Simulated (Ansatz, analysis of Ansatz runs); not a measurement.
## Mn on the Ga site in GaP: charge-transition level, PBE

How near does this set-up come to the measured charge-transition level? Subject: Mn on the Ga site in GaP. Set-up: PBE, 32-site cell, PBE lattice, 420 eV, k: the zone centre alone. The model is a cell of 32 host atoms with 1 Ga taken out and 1 Mn put in. The level is the Fermi energy at which two charge states have equal formation energy, after a correction for the images of the charge.

What was measured. (0/-1) level above the valence-band top: 0.4 eV, by temperature-dependent Hall effect (quoted in “Electronic structure of transition-atom impurities in GaP”, 1985, V. A. Singh and Alex Zunger, quoting earlier work (1976)).

Calculated with Ansatz 0.2.0; plane-wave PAW DFT, PBE; relaxation of all atoms of a defect supercell.

### Step 1. Set-up

The cell holds 32 atoms: 15 Ga, 1 Mn and 16 P. Cell: a = 9.535 Å, b = 9.535 Å, c = 9.535 Å, α = 109.5°, β = 109.5°, γ = 109.5°. It derives from GaP (space group F-43m). Nearest the centre at fractional (0.250, 0.500, 0.250): Mn7 at 0.00 Å, P19 at 2.38 Å, P23 at 2.38 Å, P22 at 2.38 Å, P28 at 2.38 Å, Ga3 at 3.89 Å, Ga11 at 3.89 Å, Ga12 at 3.89 Å.

The host's primitive cell comes from a first run (plane-wave PAW DFT, PBE; relaxation of the host's cell and atoms): vectors of 3.893, 3.893 and 3.893 Å. That is 20.86 Å³ an atom, 3.0 % over the diffraction cell's volume. The supercell is built on it.

### Step 2. Relaxation, charge 0

Every later number rests on the structure around the defect, so the atoms are relaxed at the host's lattice first.

Input file relax0/input.yaml:

```yaml
relax:
  f_tol: 0.02
  max_steps: 80
  random_displacement: { amplitude: 0.05, seed: 27 }
crystal:
  lattice:
    - [-5.50512848, 5.50512848, -5.50512848]
    - [5.50512848, 5.50512848, 5.50512848]
    - [5.50512848, -5.50512848, -5.50512848]
  atoms:
    - { symbol: Ga, position: [0.0, 0.0, 0.0] }
    - { symbol: Ga, position: [0.0, 0.25, 0.75] }
    - { symbol: Ga, position: [0.0, 0.5, 0.5] }
    - { symbol: Ga, position: [0.0, 0.75, 0.25] }
    - { symbol: Ga, position: [0.25, 0.0, 0.75] }
    - { symbol: Ga, position: [0.25, 0.25, 0.5] }
    - { symbol: Mn, position: [0.25, 0.5, 0.25], spin: 4.0 }
    - { symbol: Ga, position: [0.25, 0.75, 0.0] }
    - { symbol: Ga, position: [0.5, 0.0, 0.5] }
    - { symbol: Ga, position: [0.5, 0.25, 0.25] }
    - { symbol: Ga, position: [0.5, 0.5, 0.0] }
    - { symbol: Ga, position: [0.5, 0.75, 0.75] }
    - { symbol: Ga, position: [0.75, 0.0, 0.25] }
    - { symbol: Ga, position: [0.75, 0.25, 0.0] }
    - { symbol: Ga, position: [0.75, 0.5, 0.75] }
    - { symbol: Ga, position: [0.75, 0.75, 0.5] }
    - { symbol: P, position: [0.0, 0.0, 0.75] }
    - { symbol: P, position: [0.0, 0.25, 0.5] }
    - { symbol: P, position: [0.0, 0.5, 0.25] }
    - { symbol: P, position: [0.0, 0.75, 0.0] }
    - { symbol: P, position: [0.25, 0.0, 0.5] }
    - { symbol: P, position: [0.25, 0.25, 0.25] }
    - { symbol: P, position: [0.25, 0.5, 0.0] }
    - { symbol: P, position: [0.25, 0.75, 0.75] }
    - { symbol: P, position: [0.5, 0.0, 0.25] }
    - { symbol: P, position: [0.5, 0.25, 0.0] }
    - { symbol: P, position: [0.5, 0.5, 0.75] }
    - { symbol: P, position: [0.5, 0.75, 0.5] }
    - { symbol: P, position: [0.75, 0.0, 0.0] }
    - { symbol: P, position: [0.75, 0.25, 0.75] }
    - { symbol: P, position: [0.75, 0.5, 0.5] }
    - { symbol: P, position: [0.75, 0.75, 0.25] }
  host:
    repeats: [1, 1, 1]
    atoms:
      - { symbol: Ga, position: [0.0, 0.0, 0.0] }
      - { symbol: Ga, position: [0.0, 0.25, 0.75] }
      # ... 30 more atoms of the perfect host
basis:
  ecutwfc: 420
  xc_grid: 2
hamiltonian:
  xc: pbe
kpoints:
  mp_grid: { grid: [1, 1, 1] }
magnetization:
  spin_polarized: true
  initial_magnetization: 4
  spin_locking: { lock_magnetization: hard }
scf:
  occupations: { method: fermi_dirac, width: 0.01 }
  max_iter: 100
output:
  forces: true
  charged_corrections:
    epsilon: 10.62
    static_epsilon: 12.85
    defect_position: [0.25, 0.5, 0.25]
  eigenvalues: true
checkpoint:
  write: "../relax0.run"
  compress: false
  write_wavefunctions: true
  write_every: 100000
```

On the command line:

```bash
$ ansatz run input.yaml --threads 2 --pin off --max-ram 3768MiB --backend cpu --events-out ev --progress --plain --runs-dir out
```

Numbers of over 12 decimals in the logs are rounded to 6 here.

The program printed:

```text
[... repeated set-up lines and file paths are left out, and long positions are rounded to six places ...]
Engine: ansatz 0.2.0, aarch64-unknown-linux-gnu
Pseudopotentials: kind: paw
Pseudopotential: Ga, paw, valence charge 13, recommended cutoff 420 eV (normal), Ga.paw.azcp
Pseudopotential: Mn, paw, valence charge 15, recommended cutoff 420 eV (normal), Mn.paw.azcp
Pseudopotential: P, paw, valence charge 5, recommended cutoff 420 eV (normal), P.paw.azcp
Functional definition: PBE
  parameter kappa = 0.804
  parameter beta = 0.066725
  exchange = pbe_x(kappa = kappa, mu = beta*pi^2/3)
  correlation = pbe_c(beta = beta)
Crystal: 32 atoms, lattice volume = 667.363 Å³
Basis set: ecut = 420 eV, 13067 PW (Γ), exchange–correlation on 128×128×128 points (8 copies of the dense FFT grid, shifted against one another)
Bands: 179, of which v1, the nominal top of the filled ones, is band 145 counted from 1 (144 counted from 0)
Symmetry: 1 space group operations
k-points: 1
Non-local potential: Ga, projectors of the file, l = 0: 2, l = 1: 2, l = 2: 3, l = 3: 1
Non-local potential: Mn, projectors of the file, l = 0: 3, l = 1: 2, l = 2: 3, l = 3: 1
Non-local potential: P, projectors of the file, l = 0: 2, l = 1: 2, l = 2: 2
PAW form: soft (Blöchl's): semilocal exchange-correlation on the pseudo side does not see the compensation charge
PAW one-centre angular grid: Ga, 590 points (default); XC on 64 Gauss nodes
PAW one-centre angular grid: Mn, 590 points (default); XC on 64 Gauss nodes
PAW one-centre angular grid: P, 110 points (default); XC on 64 Gauss nodes
Initial density: superposition of atomic densities (chi_scale 0.1, normalization cell, long waves kept (reshape's long-wave potential 0.14 eV rms))
Starting moments: Σ|m| = 4 μB on 1 of 32 sites
Initial wavefunctions: pseudopotential atomic-orbital guess
Functional: x = pbe(κ = 0.804, μ = 0.219515), c = pbe(β = 0.066725)
SCF iter   1: F=—  HF=-72749.109584 eV  |F-HF|=—  |Δ(HF+E_count)|=         —  Δρ=2.88e-2 (↑2.88e-2 ↓2.63e-2)  dr2=3.24e1  dr2_m=9.29e-2  M=4.000 μB ∫|m|=4.811 μB  β_m=0.30  ethr=3.10e-3  ⟨swp⟩=6.0  Hψ=1332  notcnv=0  defer=26
preconditioner: auto → Resta (q_TF=auto, 2.374 Å⁻¹)  ε∞=4.5  [insulator: Δε(μ)=0.059 eV  Ē_g=12.861 eV  σ=0.010 eV  W_gap=0.90  n_scr=140 (ndim 8)  ℏωp=24.1 eV  f_vac=0.000  D(μ)=9.51/eV (n_scr^D=42)  ε∞_Penn≈4.5]
spin=Collinear: Resta preconditioning applied to the charge; magnetization (m = ρ↑ − ρ↓) channel mixes plain (no charge-response kernel on spin).
SCF iter   2: F=—  HF=-72746.046647 eV  |F-HF|=—  |Δ(HF+E_count)|=    3.06e0  Δρ=1.73e-2 (↑1.67e-2 ↓1.73e-2)  dr2=9.81e0  dr2_m=3.67e-2  M=4.000 μB ∫|m|=4.734 μB  β_m=0.43  ethr=3.10e-3  ⟨swp⟩=3.5  Hψ=731  notcnv=0  defer=55
SCF iter   3: F=—  HF=-72744.189630 eV  |F-HF|=—  |Δ(HF+E_count)|=    1.86e0  Δρ=8.79e-3 (↑8.57e-3 ↓8.79e-3)  dr2=2.33e0  dr2_m=8.08e-3  M=4.000 μB ∫|m|=4.764 μB  β_m=0.48  ethr=3.10e-3  ⟨swp⟩=2.5  Hψ=491  notcnv=0  defer=54
SCF iter   4: F=—  HF=-72743.999238 eV  |F-HF|=—  |Δ(HF+E_count)|=   1.90e-1  Δρ=4.18e-3 (↑4.18e-3 ↓2.46e-3)  dr2=2.35e-1  dr2_m=1.87e-2  M=4.000 μB ∫|m|=4.775 μB  β_m=0.58  ethr=8.03e-4  ⟨swp⟩=3.0  Hψ=472  notcnv=0  defer=54
SCF iter   5: F=—  HF=-72744.052780 eV  |F-HF|=—  |Δ(HF+E_count)|=         —  Δρ=1.38e-3 (↑1.38e-3 ↓1.11e-3)  dr2=4.15e-2  dr2_m=2.33e-3  M=4.000 μB ∫|m|=4.787 μB  β_m=0.58  ethr=8.10e-5  ⟨swp⟩=3.0  Hψ=699  notcnv=0  defer=54
Mixer restart at iter 5: flushing history
SCF iter   6: F=—  HF=-72744.060424 eV  |F-HF|=—  |Δ(HF+E_count)|=   7.64e-3  Δρ=6.71e-4 (↑6.71e-4 ↓5.56e-4)  dr2=1.13e-2  dr2_m=4.37e-4  M=4.000 μB ∫|m|=4.789 μB  β_m=0.63  ethr=1.43e-5  ⟨swp⟩=3.0  Hψ=656  notcnv=0  defer=54
SCF iter   7: F=—  HF=-72744.066566 eV  |F-HF|=—  |Δ(HF+E_count)|=   6.14e-3  Δρ=3.80e-4 (↑3.80e-4 ↓3.56e-4)  dr2=5.16e-3  dr2_m=6.50e-5  M=4.000 μB ∫|m|=4.794 μB  β_m=0.76  ethr=3.91e-6  ⟨swp⟩=2.0  Hψ=654  notcnv=0  defer=54
SCF iter   8: F=—  HF=-72744.071804 eV  |F-HF|=—  |Δ(HF+E_count)|=   5.24e-3  Δρ=8.68e-5 (↑8.68e-5 ↓8.42e-5)  dr2=2.21e-4  dr2_m=2.70e-6  M=4.000 μB ∫|m|=4.798 μB  β_m=0.86  ethr=1.78e-6  ⟨swp⟩=2.5  Hψ=623  notcnv=0  defer=54
SCF iter   9: F=—  HF=-72744.072195 eV  |F-HF|=—  |Δ(HF+E_count)|=   3.91e-4  Δρ=6.87e-5 (↑6.87e-5 ↓2.31e-5)  dr2=6.50e-5  dr2_m=6.03e-6  M=4.000 μB ∫|m|=4.798 μB  β_m=0.76  ethr=7.62e-8  ⟨swp⟩=2.0  Hψ=657  notcnv=0  defer=54
SCF iter  10: F=—  HF=-72744.072202 eV  |F-HF|=—  |Δ(HF+E_count)|=   7.04e-6  Δρ=2.85e-5 (↑2.85e-5 ↓1.54e-5)  dr2=1.13e-5  dr2_m=3.62e-7  M=4.000 μB ∫|m|=4.798 μB  β_m=0.77  ethr=2.24e-8  ⟨swp⟩=2.0  Hψ=649  notcnv=0  defer=54
SCF iter  11: F=—  HF=-72744.072204 eV  |F-HF|=—  |Δ(HF+E_count)|=   2.00e-6  Δρ=2.06e-5 (↑2.06e-5 ↓5.14e-6)  dr2=3.62e-6  dr2_m=4.90e-7  M=4.000 μB ∫|m|=4.799 μB  β_m=0.64  ethr=3.91e-9  ⟨swp⟩=2.5  Hψ=668  notcnv=0  defer=54
SCF iter  12: F=-72744.072205 eV  HF=-72744.072204 eV  |F-HF|=1.37e-7  |Δ(HF+E_count)|=  8.73e-10  Δρ=4.88e-6 (↑4.88e-6 ↓2.11e-6)  dr2=2.36e-7  dr2_m=3.18e-8  M=4.000 μB ∫|m|=4.798 μB  ethr=1.25e-9  ⟨swp⟩=12.5  Hψ=1829  notcnv=0
SCF 1 converged in 12 iterations: F = -72744.072205 eV  dr2 = 2.36e-7
  greatest PAW one-centre occupation: 1.002 electrons in one spin orbital (limit 2), on the Mn atom at site 6 (counted from 0), in its partial waves of l = 1
relax step   1: F+E_penalty+E_count = -72744.07220457 eV  Δ(F+E_penalty+E_count) = +0.000e0 eV  max|allowed force component| = 8.944e-1 eV/Å  Δτ_max = 0.0000 Å  (12 SCF iters, dr2 threshold 1.00e-5 eV, accepted)
[... the SCF cycles and remarks between the steps are left out from here to the last step ...]
relax step   2: F+E_penalty+E_count = -72744.58548760 eV  Δ(F+E_penalty+E_count) = -5.133e-1 eV  max|allowed force component| = 3.063e-1 eV/Å  Δτ_max = 0.0911 Å  (8 SCF iters, dr2 threshold 5.00e-5 eV, accepted)
relax step   3: F+E_penalty+E_count = -72744.63532063 eV  Δ(F+E_penalty+E_count) = -4.983e-2 eV  max|allowed force component| = 2.885e-1 eV/Å  Δτ_max = 0.1546 Å  (9 SCF iters, dr2 threshold 5.87e-6 eV, accepted)
relax step   4: F+E_penalty+E_count = -72744.68056799 eV  Δ(F+E_penalty+E_count) = -4.525e-2 eV  max|allowed force component| = 5.661e-2 eV/Å  Δτ_max = 0.0797 Å  (8 SCF iters, dr2 threshold 9.77e-6 eV, accepted)
relax step   5: F+E_penalty+E_count = -72744.68209343 eV  Δ(F+E_penalty+E_count) = -1.525e-3 eV  max|allowed force component| = 2.935e-2 eV/Å  Δτ_max = 0.0127 Å  (8 SCF iters, accepted)
relax step   6: F+E_penalty+E_count = -72744.67972018 eV  Δ(F+E_penalty+E_count) = +2.373e-3 eV  max|allowed force component| = 5.551e-2 eV/Å  Δτ_max = 0.0177 Å  (7 SCF iters, rejected (line search))
[...]
SCF iter   3: F=—  HF=-72744.682517 eV  |F-HF|=—  |Δ(HF+E_count)|=   5.48e-5  Δρ=7.17e-5 (↑7.17e-5 ↓5.30e-5)  dr2=2.65e-5  dr2_m=1.56e-5  M=4.000 μB ∫|m|=4.548 μB  β_m=0.65  ethr=4.19e-8  ⟨swp⟩=2.5  Hψ=667  notcnv=0  defer=54
SCF iter   4: F=—  HF=-72744.682530 eV  |F-HF|=—  |Δ(HF+E_count)|=   1.33e-5  Δρ=2.42e-5 (↑7.74e-6 ↓2.42e-5)  dr2=7.74e-6  dr2_m=1.00e-6  M=4.000 μB ∫|m|=4.547 μB  β_m=0.83  ethr=9.13e-9  ⟨swp⟩=3.0  Hψ=651  notcnv=0  defer=54
SCF iter   5: F=—  HF=-72744.682536 eV  |F-HF|=—  |Δ(HF+E_count)|=   5.62e-6  Δρ=1.56e-5 (↑1.56e-5 ↓5.34e-6)  dr2=1.08e-6  dr2_m=4.81e-7  M=4.000 μB ∫|m|=4.547 μB  β_m=0.90  ethr=2.67e-9  ⟨swp⟩=3.0  Hψ=698  notcnv=0  defer=54
SCF iter   6: F=—  HF=-72744.682536 eV  |F-HF|=—  |Δ(HF+E_count)|=   2.77e-7  Δρ=7.57e-6 (↑7.57e-6 ↓3.02e-6)  dr2=6.18e-7  dr2_m=3.70e-8  M=4.000 μB ∫|m|=4.546 μB  β_m=0.88  ethr=3.71e-10  ⟨swp⟩=2.0  Hψ=646  notcnv=0  defer=54
SCF iter   7: F=—  HF=-72744.682536 eV  |F-HF|=—  |Δ(HF+E_count)|=   1.80e-7  Δρ=2.32e-6 (↑2.32e-6 ↓1.18e-6)  dr2=7.12e-8  dr2_m=2.71e-9  M=4.000 μB ∫|m|=4.547 μB  β_m=0.74  ethr=2.13e-10  ⟨swp⟩=2.5  Hψ=669  notcnv=0  defer=54
SCF iter   8: F=—  HF=-72744.682536 eV  |F-HF|=—  |Δ(HF+E_count)|=   1.00e-8  Δρ=6.18e-7 (↑6.18e-7 ↓3.85e-7)  dr2=7.32e-9  dr2_m=1.68e-10  M=4.000 μB ∫|m|=4.547 μB  β_m=0.76  ethr=2.46e-11  ⟨swp⟩=3.0  Hψ=668  notcnv=0  defer=54
SCF iter   9: F=-72744.682536 eV  HF=-72744.682536 eV  |F-HF|=4.99e-9  |Δ(HF+E_count)|=   6.36e-9  Δρ=4.49e-7 (↑2.77e-7 ↓4.49e-7)  dr2=5.51e-9  dr2_m=7.87e-11  M=4.000 μB ∫|m|=4.547 μB  ethr=2.52e-12  ⟨swp⟩=16.0  Hψ=2050  notcnv=0
SCF 8 converged in 9 iterations: F = -72744.682536 eV  dr2 = 5.51e-9
relax step   8: F+E_penalty+E_count = -72744.68253576 eV  Δ(F+E_penalty+E_count) = -4.423e-4 eV  max|allowed force component| = 3.083e-3 eV/Å  Δτ_max = 0.0043 Å  (9 SCF iters, accepted)
SCF converged after 9 iterations
Stability checked in part: among states of this total moment the steps that led to this state did not find it unstable. No probe was made; neither looks for a lower state of another moment (fixed_total_moment; see scf.lower_state_search)
Magnetization: 4.0000 μB (147.0000 up, 143.0000 down)
Absolute magnetization: 4.5523 μB (∫|ρ↑−ρ↓|, with the PAW one-centre terms)
Spin contamination: 0.2105 ħ² per cell (⟨S²⟩ above its minimum at these occupations)
Per-site moments (μB) at R_I (Å): [(0.00656409, 0.982907), (0.00655943, 0.982870), (0.00655157, 0.982778), [... 29 left out ...]
Free energy (F): -72744.682536 eV
Harris-Foulkes:  -72744.682536 eV  (|F-HF|=4.99e-9)
Internal energy: -72744.682535 eV  (E = F + TS)
E sigma→0 (E₀):  -72744.682536 eV
Entropy (-TS):   -0.000000 eV (-0.000 meV/atom)
Fermi energy:    7.443384 (↑ 7.443384, ↓ 7.185467) eV
--- Per-component energies (eV) ---
  E_band       = -1293.215568
  E_kinetic    = 3158.499009
  E_local      = -36090.815754  (includes V_loc(G=0)·N_el)
  E_nonlocal   = 7163.269455
  E_hartree    = 16531.235168
  E_xc         = -2127.970030
  E_vxc        = -1979.894841  (∫ρ·V_xc dr)
  E_paw        = -40253.870971  (= ΣΔE_a)
  E_vpaw       = -6606.746419  (= ΣTr[D̂ρ^β])
  E_aug_tail   = -0.001421  (compensation charges beyond the density's cutoff)
  E_ewald      = -21125.027992
  E_smearing   = -0.000000  (= −TS)
  E_closure    = 0.000000  (closes the sum)
  Σ components = -72744.682536   (vs F -72744.682536, Δ=0.00e0)
--- Forces (eV/Å), atoms counted from 1 ---
  atom   1  Ga     0.00038405     0.00062406     0.00292168
  atom   2  Ga     0.00057529     0.00062347     0.00033605
  atom   3  Ga     0.00011907     0.00051228     0.00192327
  atom   4  Ga     0.00032272     0.00091235     0.00046349
  atom   5  Ga    -0.00077419    -0.00058297    -0.00023279
  atom   6  Ga     0.00293102    -0.00017135     0.00121237
  atom   7  Mn    -0.00041934    -0.00011658    -0.00088806
  atom   8  Ga     0.00152764    -0.00049359     0.00098006
  atom   9  Ga     0.00017543     0.00111530     0.00259433
  atom  10  Ga     0.00085068     0.00031296     0.00109414
  atom  11  Ga    -0.00068215     0.00031408     0.00238152
  atom  12  Ga    -0.00104858     0.00055337     0.00026592
  atom  13  Ga    -0.00053088    -0.00014090    -0.00064685
  atom  14  Ga     0.00023991    -0.00048783     0.00020459
  atom  15  Ga    -0.00094161    -0.00001506     0.00019729
  atom  16  Ga    -0.00121639    -0.00058658     0.00134128
  atom  17  P      0.00157147    -0.00069697    -0.00026865
  atom  18  P     -0.00084705    -0.00114651    -0.00149978
  atom  19  P     -0.00032792     0.00008165    -0.00207068
  atom  20  P     -0.00005708     0.00097968    -0.00063753
  atom  21  P     -0.00085148     0.00022995    -0.00127315
  atom  22  P      0.00093805     0.00104592    -0.00083413
  atom  23  P      0.00064740    -0.00026321    -0.00232084
  atom  24  P      0.00105283     0.00157362    -0.00001382
  atom  25  P     -0.00222320     0.00049058     0.00128175
  atom  26  P     -0.00103874    -0.00089309    -0.00036744
  atom  27  P     -0.00134973    -0.00124978    -0.00308271
  atom  28  P     -0.00068641    -0.00118362    -0.00051727
  atom  29  P      0.00060596    -0.00148243     0.00131696
  atom  30  P      0.00001330    -0.00227372    -0.00035685
  atom  31  P      0.00083394     0.00171673    -0.00182930
  atom  32  P      0.00020598     0.00069817    -0.00167383
  max |Σ_I F_I| component: 1.03e-6 eV/Å
--- Band table (eV) ---
  k-point 0 ↑: bands = ["-73.6542", "-42.4118", "-42.4117", "-42.3869", [... 171 left out ...] "12.3856", "12.4196", "12.4555", "12.4679"]
  k-point 0 ↓: bands = ["-70.1941", "-39.1158", "-39.1158", "-38.8066", [... 171 left out ...] "12.4129", "12.4752", "12.4787", "12.4790"]
--- Relaxed structure (8 steps of the walk, 6 accepted, 0 SCFs on fresh bases) ---
  F+E_penalty+E_count = -72744.68253576 eV   max|allowed force component| = 3.083e-3 eV/Å
  atoms:
    - { symbol: Ga, position: [0.001309, 0.007476, 0.006353] }
    - { symbol: Ga, position: [0.001243, 0.256381, 0.757376] }
    - { symbol: Ga, position: [0.000360, 0.495115, 0.493039] }
    - { symbol: Ga, position: [0.000307, 0.743095, 0.245024] }
    - { symbol: Ga, position: [0.249273, -0.000191, 0.749685] }
    - { symbol: Ga, position: [0.249281, 0.244268, 0.502526] }
    - { symbol: Mn, position: [0.249223, 0.499787, 0.249648] }
    - { symbol: Ga, position: [0.249283, 0.752673, -0.005776] }
    - { symbol: Ga, position: [0.498179, -0.007997, 0.494007] }
    - { symbol: Ga, position: [0.497230, 0.255474, 0.254293] }
    - { symbol: Ga, position: [0.497252, 0.504420, 0.005462] }
    - { symbol: Ga, position: [0.498138, 0.744063, 0.741940] }
    - { symbol: Ga, position: [0.749229, -0.000190, 0.249655] }
    - { symbol: Ga, position: [0.740916, 0.246867, -0.003267] }
    - { symbol: Ga, position: [0.749201, 0.499804, 0.749659] }
    - { symbol: Ga, position: [0.757650, 0.755253, 0.505165] }
    - { symbol: P, position: [0.004296, 0.006866, 0.756785] }
    - { symbol: P, position: [0.000596, 0.248568, 0.502307] }
    - { symbol: P, position: [-0.000991, 0.489199, 0.239086] }
    - { symbol: P, position: [0.000562, 0.752391, -0.001533] }
    - { symbol: P, position: [0.249235, -0.007353, 0.497581] }
    - { symbol: P, position: [0.249236, 0.260132, 0.260206] }
    - { symbol: P, position: [0.249202, 0.510316, 0.009982] }
    - { symbol: P, position: [0.249233, 0.747703, 0.742574] }
    - { symbol: P, position: [0.497923, 0.001123, 0.247215] }
    - { symbol: P, position: [0.494268, 0.251864, 0.001759] }
    - { symbol: P, position: [0.497873, 0.497277, 0.751011] }
    - { symbol: P, position: [0.499472, 0.739401, 0.489310] }
    - { symbol: P, position: [0.745431, -0.001561, -0.003005] }
    - { symbol: P, position: [0.745408, 0.247158, 0.748310] }
    - { symbol: P, position: [0.753076, 0.502262, 0.500828] }
    - { symbol: P, position: [0.753086, 0.751004, 0.252195] }
```

It took 4.1 min on 2 threads of Arm Neoverse N1, shared host; peak memory 1 GiB.

The run converged, but on settings that a careful run would not use, so its numbers are not the defect's.

(Part 1 of 2 ends here.)

[Logs are printed without paths, hosts, clocks, repeated set-up lines and the standing remarks that a program may print on its own settings, such as how far it seeks lower states.]

[Hosts, paths, dates, database ids (printed as entryN), source tags and the programs' standing remarks are cut or masked in the printed files.]

[For some hosts the program warned that the k-mesh of the response run may be too coarse for force constants and the static dielectric constant; such warnings are not shown here.]
